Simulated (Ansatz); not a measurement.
# Relaxing a frame of liquid (K,Cs,Na)F from 1100 K (106 atoms), part 2 of 2

Wanted: the relaxed structure of a frame of liquid (K,Cs,Na)F from 1100 K (106 atoms) and its electronic structure.

Ansatz 0.2.0; Kohn-Sham DFT, PBE, PAW (set soft_2), plane waves.

The cell: 22 K, 6 Cs, 25 Na and 53 F. The network of bonds at the start is that of the classical potential that made the cell. The ion parameters were fitted for water, not for melts. Only the Γ point is sampled, in a cell whose shortest periodic width is 13 Å. Spin–orbit coupling is left out.

So far, density (g/cm³): step 4 (local order after relaxation) 2.22.

## 5. Single point at the relaxed geometry (continued)

States in the cell by windows of 1 eV, zero at the Fermi level; the larger projections on atomic orbitals stand beside the total:

| from (eV) | to (eV) | total | F p | Cs p | K p |
| --- | --- | --- | --- | --- | --- |
| -18 | -11 | 0.0 | 0.0 | 0.0 | 0.0 |
| -11 | -10 | 123.8 | 0.8 | 0.0 | 122.3 |
| -10 | -9 | 8.2 | 0.1 | 0.0 | 8.1 |
| -9 | -7 | 0.0 | 0.0 | 0.0 | 0.0 |
| -7 | -6 | 1.1 | 0.0 | 1.1 | 0.0 |
| -6 | -5 | 34.6 | 0.9 | 33.3 | 0.0 |
| -5 | -4 | 0.3 | 0.0 | 0.3 | 0.0 |
| -4 | -2 | 0.0 | 0.0 | 0.0 | 0.0 |
| -2 | -1 | 36.9 | 34.7 | 0.0 | 0.1 |
| -1 | 0 | 277.4 | 268.9 | 0.9 | 0.8 |
| 0 | 1 | 3.7 | 3.7 | 0.0 | 0.0 |
| 1 | 4 | 0.0 | 0.0 | 0.0 | 0.0 |
| 4 | 5 | 2.0 | 0.0 | 0.0 | 0.0 |

With fixed occupations the program's Fermi level is the highest filled level; weight inside the gap is the broadening of levels at its edges.

Between -26 and -18 eV lie 268 more states.

The stored curve holds about 754 of the 848 electrons; the rest, give or take the few that broadening carries across the Fermi level, lie in deeper levels below its range.

The levels nearest the highest filled one (over half full), pooled over k-points and spins:

| level less the highest filled one (eV) | occupation |
| --- | --- |
| -0.127 | 2 |
| -0.109 | 2 |
| -0.092 | 2 |
| -0.0839 | 2 |
| -0.0068 | 2 |
| 0 | 2 |
| 4.61 | 0 |
| 5.48 | 0 |
| 5.56 | 0 |
| 5.62 | 0 |
| 5.80 | 0 |
| 5.94 | 0 |

Electrostatic potential energy in the ac plane at fractional y = 0.350, with atoms of K and Cs and Na and F within 0.2 Å of it. With pseudopotentials it is smooth inside the atoms' cores, unlike the true potential.

Values in eV, 13 rows by 16 columns, each cell a mean:
```
  5   4   0   4   7  -1 -32  -8   6   4  -2  -2   5   6   1   1
  7   4   4   5   7   6   2   5   7   5   4   4   7   7   6   6
  7   4 -13  -8   5   6   4   4   5   4  -3   0   5   6   5   6
  5   2 -18 -12   5   5   1  -1   4   4   1   2   6   6   5   5
  5   6   5  -1   7   6   4   5   6   7   6   6   6   3   0   4
  6   7   6  -1   6   6   4   4   6   6   5   5   5 -14 -28   2
  6   6   5   4   5   5 -12 -25   2   5   3   4   6   2  -1   5
  2   5   5   5   7   2  -1  -7   4   7   6   6   7   6   0  -4
-13   4   5   5   3 -32  -4   4   5   7   7   6   6   3 -17 -20
 -6   3  -9 -20   1   4   3 -26 -14   4   6   6   6   5 -10 -17
  5   4 -15 -29  -3   5   3  -8  -1   6   6   6 -28  -9   5   3
  4   6   4   4   3   7   6   6   6   7   5   5   1   3  -8  -9
  1   4   3   3 -16   4  -3   3   7   5  -6  -6   4   2 -28 -29
```
Columns run along a (13.4 Å; values clipped at the 3rd and 97th percentile), rows up along c (13.4 Å). Atoms in or near the plane, at fractional coordinates: K at (0.20, 0.21), K at (0.93, 0.04), Cs at (0.95, 0.32), Na at (0.44, 0.47), Na at (0.48, 0.24), Na at (0.17, 0.76), Na at (0.41, 0.96), F at (0.79, 0.18), F at (0.34, 0.34).

Valence density in the ac plane at fractional y = 0.350, with atoms of K and Cs and Na and F within 0.2 Å of it. It is the smooth field of the valence electrons, not physical close to the nuclei.

Values in units of 1e0 e/Å³, 13 rows by 16 columns, each cell a mean:
```
0.1 0.1 0.2 0.1 0.1 0.4 8.1 1.2 0.0 0.0 0.3 0.3 0.1 0.1 0.2 0.2
0.3 0.5 0.1 0.0 0.1 0.1 0.1 0.1 0.0 0.0 0.0 0.0 0.0 0.0 0.0 0.0
0.1 0.2 3.1 1.8 0.1 0.0 0.1 0.1 0.0 0.1 0.4 0.2 0.0 0.0 0.0 0.0
0.0 0.1 4.5 2.6 0.0 0.0 0.2 0.3 0.1 0.0 0.2 0.1 0.0 0.0 0.0 0.0
0.0 0.0 0.2 0.9 0.2 0.0 0.0 0.1 0.3 0.2 0.0 0.0 0.0 0.1 0.2 0.0
0.0 0.0 0.2 0.9 0.2 0.0 0.0 0.1 0.3 0.2 0.0 0.0 0.0 2.3 6.1 0.1
0.0 0.0 0.0 0.0 0.0 0.0 2.1 6.0 0.1 0.0 0.1 0.2 0.2 0.2 0.3 0.1
0.1 0.0 0.0 0.0 0.1 0.5 0.6 1.3 0.1 0.1 0.0 0.1 0.2 0.1 0.2 0.3
0.7 0.1 0.0 0.0 0.6 6.5 1.3 0.1 0.1 0.1 0.0 0.0 0.0 0.1 0.8 0.7
0.4 0.1 0.9 1.8 0.3 0.4 0.2 6.8 2.6 0.0 0.0 0.0 0.3 0.2 0.6 0.8
0.0 0.1 1.3 2.7 0.4 0.0 0.0 1.5 0.6 0.0 0.0 0.3 5.9 2.2 0.1 0.1
0.1 0.0 0.1 0.3 0.5 0.1 0.0 0.1 0.4 0.3 0.1 0.1 0.8 0.4 0.8 0.8
0.2 0.0 0.1 0.6 2.4 0.3 0.6 0.1 0.1 0.1 0.6 0.6 0.1 0.2 2.5 2.6
```
Columns run along a (13.4 Å), rows up along c (13.4 Å). Atoms in or near the plane, at fractional coordinates: K at (0.20, 0.21), K at (0.93, 0.04), Cs at (0.95, 0.32), Na at (0.44, 0.47), Na at (0.48, 0.24), Na at (0.17, 0.76), Na at (0.41, 0.96), F at (0.79, 0.18), F at (0.34, 0.34).

Mean Löwdin charges: Cs +0.95, F -0.78, K +0.87, Na +0.81 e (they miss 0.43 % of the electrons, so they add up to more than the cell's charge).

Local excerpt of 15 atoms (numbers count through the whole input) about Cs26, one of the 6 Cs atoms; x, y, z are measured from there.

| atom | x | y | z | distance (Å) | bonds | Löwdin charge (e) |
| --- | --- | --- | --- | --- | --- | --- |
| Cs26 | 0.00 | 0.00 | 0.00 | 0.00 | 4 | 0.95 |
| F83 | 0.87 | 2.62 | -0.58 | 2.82 | 5 | -0.78 |
| F101 | 0.65 | -2.04 | -1.87 | 2.84 | 4 | -0.78 |
| F105 | 0.68 | -1.78 | 2.18 | 2.89 | 4 | -0.79 |
| F60 | -2.64 | 1.21 | -0.59 | 2.97 | 4 | -0.78 |
| Na30 | 1.88 | -0.76 | -3.27 | 3.85 | 4 | 0.80 |
| K4 | -2.93 | -0.45 | -2.62 | 3.96 | 4 | 0.87 |
| Cs25 | -1.54 | -0.80 | 3.75 | 4.13 | 7 | 0.96 |
| F97 | -1.36 | 3.24 | 2.20 | 4.15 | 4 | -0.78 |
| Na39 | 0.47 | 3.99 | 1.12 | 4.17 | 4 | 0.80 |
| Na45 | -3.27 | 2.28 | 1.34 | 4.21 | 4 | 0.80 |
| K22 | -1.78 | 3.58 | -1.40 | 4.23 | 5 | 0.86 |
| F80 | 2.55 | 1.46 | -3.17 | 4.33 | 4 | -0.78 |
| Na52 | -0.70 | -3.96 | -1.66 | 4.35 | 4 | 0.81 |
| F63 | 3.68 | 1.16 | 2.07 | 4.38 | 4 | -0.79 |

The column of bonds counts only the pairs F-Na within 2.68 Å, F-K within 3.12 Å, F-Cs within 3.52 Å; other neighbours, such as metal atoms beside each other in a compound, aren't counted, and periodic images can show an atom twice.

## 6. What came out

| Quantity | Value |
| --- | --- |
| energy change in the relaxation | -116.7 meV/atom |
| r.m.s. displacement | 0.992 Å |
| largest displacement | 2.275 Å |
| free energy per atom | -1396.1043 eV/atom |
| pressure | -0.8995 GPa |
| r.m.s. force component | 0.00632 eV/Å |
| gap (highest filled to lowest empty level) | 4.605 eV |
| wall time of the 3 DFT runs | 12 min |

In words: Relaxation lowers the energy by 117 meV/atom and moves atoms by 0.99 Å r.m.s.; the r.m.s. force component goes from 0.33 to 0.0063 eV/Å, the pressure goes from -1.8 to -0.90 GPa, and the gap from 3.52 to 4.61 eV. First to last step the energy falls by 12.371 eV; the largest move, 2.27 Å, is that of Cs28. The F-Na bonds change most in mean length: from 2.403 Å (spread 0.138) to 2.290 Å (spread 0.066), and their number from 90 to 104. Between filled and empty levels lie 4.61 eV (at Γ alone); a semilocal functional tends to put such gaps too low. In a disordered cell it changes from sample to sample and from frame to frame.

Caveats: The network of bonds at the start is that of the classical potential that made the cell; in DFT atoms moved by 0.99 Å r.m.s.

[Logs are printed without paths, hosts, clocks, repeated set-up lines and the standing remarks that a program may print on its own settings, such as how far it seeks lower states.]

[Hosts, paths, dates, database ids (printed as entryN), source tags and the programs' standing remarks are cut or masked in the printed files.]
